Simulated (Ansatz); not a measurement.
# What MgHF (built on the sites of a database entry of BaHI) distorts into, part 2 of 2

Wanted: the energy along a soft mode of MgHF (built on the sites of a database entry of BaHI) and the structure at the end.

Ansatz 0.2.0; DFT PBEsol, scalar-relativistic, plane waves, PAW.

So far, highest frequency on the path or at a solved wavevector (cm⁻¹): step 2 (response at finite wavevector) 1415. Also lowest frequency on the path (cm⁻¹): step 2 -221.

The structure was built from a prototype and need not be the compound's stable phase.

## (4) The mode frozen in, largest atomic shift 0.32 Å

The atoms are moved along the unstable eigenvector, the largest shift by 0.32 Å, with the cell fixed.

Input file input.yaml:

```yaml
crystal:
  lattice:
    - [-3.2471482844, -3.2471482844, 0.0]
    - [-3.2471482844, 3.2471482844, 0.0]
    - [0.0, 0.0, -5.0382183931]
  atoms:
    - { symbol: Mg, position: [0.2324628953, 0.7675371047, 0.7756667291] }
    - { symbol: Mg, position: [0.7675371047, 0.2324628953, 0.7756667291] }
    - { symbol: Mg, position: [0.2675371047, 0.2675371047, 0.2243332709] }
    - { symbol: Mg, position: [0.7324628953, 0.7324628953, 0.2243332709] }
    - { symbol: H, position: [0.0, 0.0, 1.054966233] }
    - { symbol: H, position: [0.5, 0.5, 0.945033767] }
    - { symbol: H, position: [0.0, 0.5, 1.0] }
    - { symbol: H, position: [0.5, 0.0, 1.0] }
    - { symbol: F, position: [0.7007259952, 0.2992740048, 0.3831138923] }
    - { symbol: F, position: [0.2992740048, 0.7007259952, 0.3831138923] }
    - { symbol: F, position: [0.2007259952, 0.2007259952, 0.6168861077] }
    - { symbol: F, position: [0.7992740048, 0.7992740048, 0.6168861077] }
kpoints:
  mp_grid: { grid: [6, 6, 6] }
hamiltonian:
  xc: pbesol
scf:
  occupations: { method: gaussian, width: 0.02 }
output:
  forces: true
  stress: true
  eigenvalues: true
```

Command:

```sh
$ ansatz run input.yaml --threads 8 --pin off --max-ram 14336MiB --backend cpu --events-out ev --progress --plain --runs-dir out
```

Numbers of over 12 decimals in the logs are rounded to 6 here.

Output:

```text
[...]
Crystal: 12 atoms, lattice volume = 106.246 Å³
Basis set: ecut = 420 eV, 2105 PW (Γ), exchange–correlation on 64×64×72 points (8 copies of the dense FFT grid, shifted against one another)
Bands: 48, of which v1, the nominal top of the filled ones, is band 36 counted from 1 (35 counted from 0)
Symmetry: 8 space group operations
[...]
k-points: 40 of 216 (time reversal used)
[...]
k-point 0: bands = [... 32 lower, 2.4704, 4.1063, 4.1127, 7.1828, 9.9601, 9.9601, 11.3916, 11.8232, ... 5 higher]
  k-point 1: bands = [... 32 lower, 2.4634, 4.1359, 4.1655, 7.1926, 10.1013, 10.1013, 10.1837, 12.9981, ... 5 higher]
  k-point 2: bands = [... 32 lower, 2.4493, 4.1666, 4.2694, 7.2108, 9.0800, 10.4106, 10.4106, 13.8296, ... 5 higher]
  k-point 39: bands = [... 32 lower, 3.4897, 3.4897, 3.5411, 3.5411, 12.1134, 12.1134, 12.4477, 12.4477, ... 5 higher]
[key lines of the parts left out:]
SCF converged after 7 iterations
Free energy (F): -10921.907611 eV
Fermi energy:    7.926888 eV
P = ⅓ Tr σ = 1.0140 GPa (10.140 kbar)
```

Elapsed: 0.81 s, on 8 threads of AMD EPYC 9R45, shared host; peak memory 0.61 GiB.

Numbers from this step:

| Property | Result |
| --- | --- |
| pressure | 1.014 GPa |
| gap on the k-mesh | 1.415 eV |
| energy from the undistorted cell | -43.91 meV/atom |

The energy, extrapolated to zero smearing, is -43.91 meV/atom against the undistorted cell.

The run ends at a pressure of 1.01 GPa, with forces up to 0.36 eV/Å.

## (5) Energy along the mode, all amplitudes (two of the runs are shown above)

An imaginary frequency means negative curvature, so the energy should fall and then rise again as anharmonic terms take over.

Numbers from this step:

| Item | Value |
| --- | --- |
| depth at the lowest point sampled | 43.91 meV/atom |
| largest atomic shift at that point | 0.32 Å |

Table of energy from the parent by largest atomic shift:

```tsv
largest atomic shift (Å)	energy from the parent (meV/atom)
0.000	0
0.040	-1.07
0.080	-4.19
0.140	-12.2
0.220	-26.8
0.320	-43.9
0.450	-40.7
0.600	63.9
```

Displacement at unit largest shift by atom:

```tsv
atom	x (Å)	y (Å)	z (Å)	size
Mg1	0.00	0.36	0.00	0.36
Mg2	0.00	-0.36	0.00	0.36
Mg3	-0.36	0.00	0.00	0.36
Mg4	0.36	0.00	0.00	0.36
H5	0.00	0.00	-0.86	0.86
H6	0.00	0.00	0.86	0.86
H7	0.00	0.00	0.00	0.00
H8	0.00	0.00	0.00	0.00
F9	0.00	1.00	0.00	1.00
F10	0.00	-1.00	0.00	1.00
F11	1.00	0.00	0.00	1.00
F12	-1.00	0.00	0.00	1.00
```

The lowest of the steps tried is at 0.32 Å, 43.9 meV/atom below the parent; the bottom of the well need not coincide with a step.

## (6) Relaxing from the distorted cell

Starting from the lowest point found, all atoms and the cell are let go, so that strain and other modes of the same symmetry can join in.

input.yaml, as its differences from that of step 4:

```diff
@@ -23,3 +23,3 @@
 scf:
-  occupations: { method: gaussian, width: 0.02 }
+  occupations: { method: fixed }
 output:
@@ -28 +28,6 @@
   eigenvalues: true
+relax:
+  adjacent_minimum: "off"
+  f_tol: 0.002
+  max_steps: 120
+  cell: { stress_tol: 0.03 }
```

Output:

```text
[...]
Crystal: 12 atoms, lattice volume = 106.246 Å³
Basis set: ecut = 420 eV, 2105 PW (Γ), exchange–correlation on 64×64×72 points (8 copies of the dense FFT grid, shifted against one another)
Bands: 48, of which v1, the nominal top of the filled ones, is band 36 counted from 1 (35 counted from 0)
Symmetry: 8 space group operations
[...]
k-points: 40 of 216 (time reversal used)
[...]
SCF iter   1: F=—  HF=-10921.938415 eV  |F-HF|=—  |Δ(HF+E_count)|=         —  Δρ=1.28e-2  dr2=9.88e-2  ethr=1.77e-3  ⟨swp⟩=4.8  Hψ=6993  notcnv=0  defer=380
[...]
SCF iter   7: F=-10921.907611 eV  HF=-10921.907611 eV  |F-HF|=2.64e-10  |Δ(HF+E_count)|=   2.11e-9  Δρ=1.51e-6  dr2=2.37e-9  ethr=1.34e-10  ⟨swp⟩=2.1  Hψ=6540  notcnv=0
SCF 1 converged in 7 iterations: F = -10921.907611 eV  dr2 = 2.37e-9
[...]
relax step   1: F+E_penalty+E_count = -10921.90761127 eV  Δ(F+E_penalty+E_count) = +0.000e0 eV  max|allowed force component| = 3.246e-1 eV/Å  Δτ_max = 0.0000 Å  P = +1.014 GPa  Ω = 106.246 Å³  (7 SCF iters, dr2 threshold 1.00e-7 eV, accepted)
Crystal: 12 atoms, lattice volume = 109.030 Å³
Basis set: ecut = 420 eV, 2129 PW (Γ), exchange–correlation on 64×64×72 points (8 copies of the dense FFT grid, shifted against one another)
[...]
iter 1 solved again at ethr=1.28e-4 eV; its pass at ethr=3.10e-3 eV (dr2=9.22e-2 eV) is discarded
[...]
SCF iter   6: F=-10922.057676 eV  HF=-10922.057676 eV  |F-HF|=3.57e-8  |Δ(HF+E_count)|=   6.90e-7  Δρ=1.48e-5  dr2=1.36e-7  ethr=1.67e-9  ⟨swp⟩=11.9  Hψ=10723  notcnv=0
SCF 2 converged in 6 iterations: F = -10922.057676 eV  dr2 = 1.36e-7
relax step   2: F+E_penalty+E_count = -10922.05767573 eV  Δ(F+E_penalty+E_count) = -1.501e-1 eV  max|allowed force component| = 3.197e-1 eV/Å  Δτ_max = 0.0627 Å  P = -0.451 GPa  Ω = 109.030 Å³  energy of the carried Pulay correction = -9.552e-3 eV  (6 SCF iters, dr2 threshold 1.20e-6 eV, accepted)
Crystal: 12 atoms, lattice volume = 112.351 Å³
Basis set: ecut = 420 eV, 2187 PW (Γ), exchange–correlation on 64×64×72 points (8 copies of the dense FFT grid, shifted against one another)
[...]
SCF iter   7: F=-10922.207968 eV  HF=-10922.207968 eV  |F-HF|=5.74e-8  |Δ(HF+E_count)|=   9.64e-7  Δρ=1.21e-5  dr2=1.25e-7  ethr=1.67e-9  ⟨swp⟩=11.8  Hψ=10644  notcnv=0
SCF 3 converged in 7 iterations: F = -10922.207968 eV  dr2 = 1.25e-7
[...]
relax step   3: F+E_penalty+E_count = -10922.20796817 eV  Δ(F+E_penalty+E_count) = -1.503e-1 eV  max|allowed force component| = 2.524e-1 eV/Å  Δτ_max = 0.1368 Å  P = -0.528 GPa  Ω = 112.351 Å³  energy of the carried Pulay correction = -2.063e-2 eV  (7 SCF iters, dr2 threshold 1.20e-6 eV, accepted)
[... from here on, the SCF cycles and remarks between the steps are left out ...]
relax step   4: F+E_penalty+E_count = -10922.25627676 eV  Δ(F+E_penalty+E_count) = -4.831e-2 eV  max|allowed force component| = 1.261e-1 eV/Å  Δτ_max = 0.0505 Å  P = -0.311 GPa  Ω = 111.961 Å³  energy of the carried Pulay correction = -1.935e-2 eV  (6 SCF iters, dr2 threshold 1.20e-6 eV, accepted)
relax step   5: F+E_penalty+E_count = -10922.25302088 eV  Δ(F+E_penalty+E_count) = +3.256e-3 eV  max|allowed force component| = 1.280e-1 eV/Å  Δτ_max = 0.0304 Å  P = -0.440 GPa  Ω = 112.931 Å³  energy of the carried Pulay correction = -2.253e-2 eV  (6 SCF iters, dr2 threshold 9.94e-7 eV, rejected (line search))
relax step   6: F+E_penalty+E_count = -10922.26251036 eV  Δ(F+E_penalty+E_count) = -6.234e-3 eV  max|allowed force component| = 4.061e-2 eV/Å  Δτ_max = 0.0148 Å  P = +0.007 GPa  Ω = 111.836 Å³  energy of the carried Pulay correction = -1.894e-2 eV  (9 SCF iters, accepted)
relax step   7: F+E_penalty+E_count = -10922.26255030 eV  Δ(F+E_penalty+E_count) = -3.994e-5 eV  max|allowed force component| = 1.145e-2 eV/Å  Δτ_max = 0.0127 Å  P = -0.085 GPa  Ω = 112.207 Å³  energy of the carried Pulay correction = -2.016e-2 eV  (6 SCF iters, dr2 threshold 1.03e-7 eV, accepted)
relax step   8: F+E_penalty+E_count = -10922.26301532 eV  Δ(F+E_penalty+E_count) = -4.650e-4 eV  max|allowed force component| = 6.285e-3 eV/Å  Δτ_max = 0.0029 Å  P = +0.020 GPa  Ω = 112.097 Å³  energy of the carried Pulay correction = -1.979e-2 eV  (5 SCF iters, dr2 threshold 1.06e-7 eV, accepted)
relax step   9: F+E_penalty+E_count = -10922.26298346 eV  Δ(F+E_penalty+E_count) = +3.186e-5 eV  max|allowed force component| = 8.718e-4 eV/Å  Δτ_max = 0.0004 Å  P = -0.003 GPa  Ω = 112.109 Å³  energy of the carried Pulay correction = -1.984e-2 eV  (4 SCF iters, dr2 threshold 8.83e-9 eV, accepted)
relax step  10: F+E_penalty+E_count = -10922.33365006 eV  Δ(F+E_penalty+E_count) = -7.067e-2 eV  max|allowed force component| = 7.747e-3 eV/Å  Δτ_max = 0.0000 Å  P = +0.939 GPa  Ω = 112.109 Å³  stress off target by 1.42e0 GPa  SCF on the basis re-selected at this cell (its energy is not comparable with the rows above)  (7 SCF iters)
relax step  11: F+E_penalty+E_count = -10922.34268807 eV  Δ(F+E_penalty+E_count) = -9.038e-3 eV  max|allowed force component| = 3.805e-2 eV/Å  Δτ_max = 0.0183 Å  P = +0.302 GPa  Ω = 113.646 Å³  energy of the carried Pulay correction = -5.394e-3 eV  (6 SCF iters, dr2 threshold 1.20e-6 eV, accepted)
relax step  12: F+E_penalty+E_count = -10922.34152470 eV  Δ(F+E_penalty+E_count) = +1.163e-3 eV  max|allowed force component| = 1.849e-2 eV/Å  Δτ_max = 0.0083 Å  P = -0.007 GPa  Ω = 114.243 Å³  energy of the carried Pulay correction = -7.625e-3 eV  (6 SCF iters, dr2 threshold 3.15e-7 eV, accepted)
relax step  13: F+E_penalty+E_count = -10922.34102520 eV  Δ(F+E_penalty+E_count) = +4.995e-4 eV  max|allowed force component| = 4.929e-3 eV/Å  Δτ_max = 0.0036 Å  P = -0.084 GPa  Ω = 114.408 Å³  energy of the carried Pulay correction = -8.228e-3 eV  (5 SCF iters, dr2 threshold 2.14e-8 eV, accepted)
relax step  14: F+E_penalty+E_count = -10922.34159704 eV  Δ(F+E_penalty+E_count) = -5.718e-4 eV  max|allowed force component| = 8.596e-4 eV/Å  Δτ_max = 0.0018 Å  P = +0.003 GPa  Ω = 114.270 Å³  energy of the carried Pulay correction = -7.713e-3 eV  (5 SCF iters, dr2 threshold 2.84e-8 eV, accepted)
relax step  15: F+E_penalty+E_count = -10922.35121625 eV  Δ(F+E_penalty+E_count) = -9.619e-3 eV  max|allowed force component| = 1.480e-3 eV/Å  Δτ_max = 0.0000 Å  P = +0.055 GPa  Ω = 114.270 Å³  stress off target by 1.32e-1 GPa  SCF on the basis re-selected at this cell (its energy is not comparable with the rows above)  (6 SCF iters)
relax step  16: F+E_penalty+E_count = -10922.35095186 eV  Δ(F+E_penalty+E_count) = +2.644e-4 eV  max|allowed force component| = 8.188e-4 eV/Å  Δτ_max = 0.0029 Å  P = +0.009 GPa  Ω = 114.427 Å³  energy of the carried Pulay correction = -5.269e-4 eV  (5 SCF iters, dr2 threshold 4.38e-8 eV, accepted)
[...]
SCF iter   5: F=-10922.351672 eV  HF=-10922.351672 eV  |F-HF|=3.27e-11  |Δ(HF+E_count)|=   3.08e-9  Δρ=2.81e-7  dr2=4.22e-11  ethr=1.00e-12  ⟨swp⟩=12.2  Hψ=12678  notcnv=0
SCF 17 converged in 5 iterations: F = -10922.351672 eV  dr2 = 4.22e-11
relax step  17: F+E_penalty+E_count = -10922.35167184 eV  Δ(F+E_penalty+E_count) = -7.200e-4 eV  max|allowed force component| = 8.220e-4 eV/Å  Δτ_max = 0.0000 Å  P = +0.012 GPa  Ω = 114.427 Å³  stress off target by 2.45e-2 GPa  SCF on the basis re-selected at this cell (its energy is not comparable with the rows above)  (5 SCF iters)
[...]
SCF converged after 5 iterations
Free energy (F): -10922.351672 eV
[...]
Internal energy: -10922.351672 eV  (E = F + TS)
E sigma→0 (E₀):  -10922.351672 eV
Fermi energy:    5.736601 eV
[...]
--- Forces (eV/Å), atoms counted from 1 ---
  atom   1  Mg     0.00000000     0.00007463    -0.00054922
  atom   2  Mg     0.00000000    -0.00007463    -0.00054922
  atom   3  Mg    -0.00007463     0.00000000     0.00054922
  atom   4  Mg     0.00007463    -0.00000000     0.00054922
  atom   5  H      0.00000000    -0.00000000    -0.00082204
  atom   6  H     -0.00000000     0.00000000     0.00082204
  atom   7  H     -0.00000000    -0.00000000     0.00000000
  atom   8  H      0.00000000     0.00000000    -0.00000000
  atom   9  F     -0.00000000     0.00015097    -0.00061026
  atom  10  F     -0.00000000    -0.00015097    -0.00061026
  atom  11  F      0.00015097    -0.00000000     0.00061026
  atom  12  F     -0.00015097     0.00000000     0.00061026
  max |Σ_I F_I| component: 6.75e-18 eV/Å
--- Stress (GPa, compression-positive) ---
        0.024547      -0.000000      -0.000000
       -0.000000       0.024547       0.000000
       -0.000000       0.000000      -0.012687
  P = ⅓ Tr σ = 0.0121 GPa (0.121 kbar)
--- Band table (eV; the first three rows and the last of 40) ---
  k-point 0: bands = [... 32 lower, 1.7709, 3.2239, 3.3329, 5.7366, 8.5590, 8.5590, 11.6230, 11.7895, ... 8 higher]
  k-point 1: bands = [... 32 lower, 1.7608, 3.2012, 3.3696, 5.7312, 8.7325, 8.7325, 10.0686, 12.7301, ... 8 higher]
  k-point 2: bands = [... 32 lower, 1.8028, 3.1608, 3.4140, 5.7229, 8.7928, 9.1052, 9.1052, 12.6260, ... 8 higher]
  k-point 39: bands = [... 32 lower, 2.8547, 2.8547, 3.2090, 3.2090, 10.8809, 10.8809, 12.0163, 12.0163, ... 8 higher]
--- Relaxed structure (14 steps of the walk, 13 accepted, 3 SCFs on fresh bases) ---
  F+E_penalty+E_count = -10922.35167184 eV   max|allowed force component| = 8.220e-4 eV/Å   (the final SCF, on the basis selected at the relaxed cell)
  cell:  # Å, volume = 114.4271 Å³
    - [-3.511396, -3.511396, 0]
    - [-3.511396, 3.511396, 0]
    - [0, 0, -4.640227]
  atoms:
    - { symbol: Mg, position: [0.207913, 0.792087, 0.781173] }
    - { symbol: Mg, position: [0.792087, 0.207913, 0.781173] }
    - { symbol: Mg, position: [0.292087, 0.292087, 0.218827] }
    - { symbol: Mg, position: [0.707913, 0.707913, 0.218827] }
    - { symbol: H, position: [0, -5.842269250984965e-19, 1.074814] }
    - { symbol: H, position: [0.500000, 0.500000, 0.925186] }
    - { symbol: H, position: [0, 0.500000, 1.0] }
    - { symbol: H, position: [0.500000, 0, 1.0] }
    - { symbol: F, position: [0.676646, 0.323354, 0.400389] }
    - { symbol: F, position: [0.323354, 0.676646, 0.400389] }
    - { symbol: F, position: [0.176646, 0.176646, 0.599611] }
    - { symbol: F, position: [0.823354, 0.823354, 0.599611] }
```

It took 13 s on 8 threads; peak memory 0.7 GiB.

Step by step:

```tsv
step	energy less that of the first step (eV)	largest force component (eV/Å)	pressure (GPa)	volume (Å³)
1	0.0000	0.3246	1.01	106.25
2	-0.1501	0.3197	-0.45	109.03
3	-0.3004	0.2524	-0.53	112.35
4	-0.3487	0.1261	-0.31	111.96
5	-0.3454	0.1280	-0.44	112.93
6	-0.3549	0.0406	0.01	111.84
7	-0.3549	0.0115	-0.09	112.21
8	-0.3554	0.0063	0.02	112.10
9	-0.3554	0.0009	0.00	112.11
10*	-0.4260	0.0077	0.94	112.11
11	-0.4351	0.0380	0.30	113.65
12	-0.4339	0.0185	-0.01	114.24
13	-0.4334	0.0049	-0.08	114.41
14	-0.4340	0.0009	0.00	114.27
15*	-0.4436	0.0015	0.05	114.27
16	-0.4433	0.0008	0.01	114.43
17*	-0.4441	0.0008	0.01	114.43
```

Relaxation steps marked * repeat the geometry before them on a plane-wave basis chosen anew for their cell, so energy and pressure can jump there. Relaxation step 5 was tried and not accepted.

Forces are held to the 8 operations that the run works with; a distortion that breaks them can't arise in this run.

```tsv
conventional cell, symmetrised	before	after	change
a (Å)	4.592	4.966	+8.1 %
b (Å)	4.592	4.966	+8.1 %
c (Å)	5.038	4.640	-7.9 %
volume (Å³/atom)	8.85	9.54	+7.7 %
```

The atoms that moved most (Å, as changes of fractional coordinates times the final cell):

```tsv
atom	dx	dy	dz	length
F12	-0.169	0.000	0.080	0.187
F11	0.169	0.000	0.080	0.187
F10	0.000	-0.169	-0.080	0.187
F9	0.000	0.169	-0.080	0.187
Mg1	0.000	0.172	-0.026	0.174
Mg2	0.000	-0.172	-0.026	0.174
Mg3	-0.172	0.000	0.026	0.174
Mg4	0.172	0.000	0.026	0.174
```

The relaxed structure:

```xyz
12
Lattice="-3.5114 -3.5114 0.0000 -3.5114 3.5114 0.0000 0.0000 0.0000 -4.6402" Properties=species:S:1:pos:R:3 pbc="T T T"
Mg   -3.5114    2.0513   -3.6248
Mg   -3.5114   -2.0513   -3.6248
Mg   -2.0513    0.0000   -1.0154
Mg   -4.9715    0.0000   -1.0154
H     0.0000    0.0000   -4.9874
H    -3.5114    0.0000   -4.2931
H    -1.7557    1.7557   -4.6402
H    -1.7557   -1.7557   -4.6402
F    -3.5114   -1.2406   -1.8579
F    -3.5114    1.2406   -1.8579
F    -1.2406    0.0000   -2.7823
F    -5.7822    0.0000   -2.7823
```

This step gave:

```yaml
pressure: 0.01214 GPa
gap_on_the_k_mesh: 2.535 eV
volume_per_atom: 9.536 Å³
```

The distorted start has space group P-42_1m; the relaxation ends in P-42_1m.

## (7) Summary of results

```
unstable mode of the parent                                                      : q = (-0.5, -0.5, 0), 221i cm⁻¹
depth at the lowest point sampled                                                : 43.9 meV/atom
largest atomic shift at that point                                               : 0.32 Å
space group reached (within 0.01 Å)                                              : P-42_1m
energy gained over the parent (first relaxation, on the mesh of the frozen mode) : 80.9 meV/atom
volume per atom, phase reached                                                   : 9.54 Å³
gap on the k-mesh, phase reached                                                 : 2.54 eV
```

Along this mode the structure falls into P-42_1m, 80.9 meV/atom below the parent. At the parent's cell the well is 43.91 meV/atom deep on the steps tried, with its lowest point at a shift of 0.32 Å. Relaxing atoms and cell changes the gain by +37.01 meV/atom against the lowest step (energies at zero smearing). The modes of the phase reached were not computed on this path. Of the 6 patterns followed to their end from this parent, this one ends 1.88 meV/atom above the lowest, Pbcm. Each path keeps the symmetry of its pattern, so a lower phase may lie along a pattern not tried. The program warns that the interpolation holds no quadrupole term, so branches close to Γ can be off in this crystal. The starting cell was built on a prototype and not taken from a measurement, so the phase need not exist.

[Logs are printed without paths, hosts, clocks, repeated set-up lines and the standing remarks that a program may print on its own settings, such as how far it seeks lower states.]

[Hosts, paths, dates, database ids (printed as entryN), source tags and the programs' standing remarks are cut or masked in the printed files.]
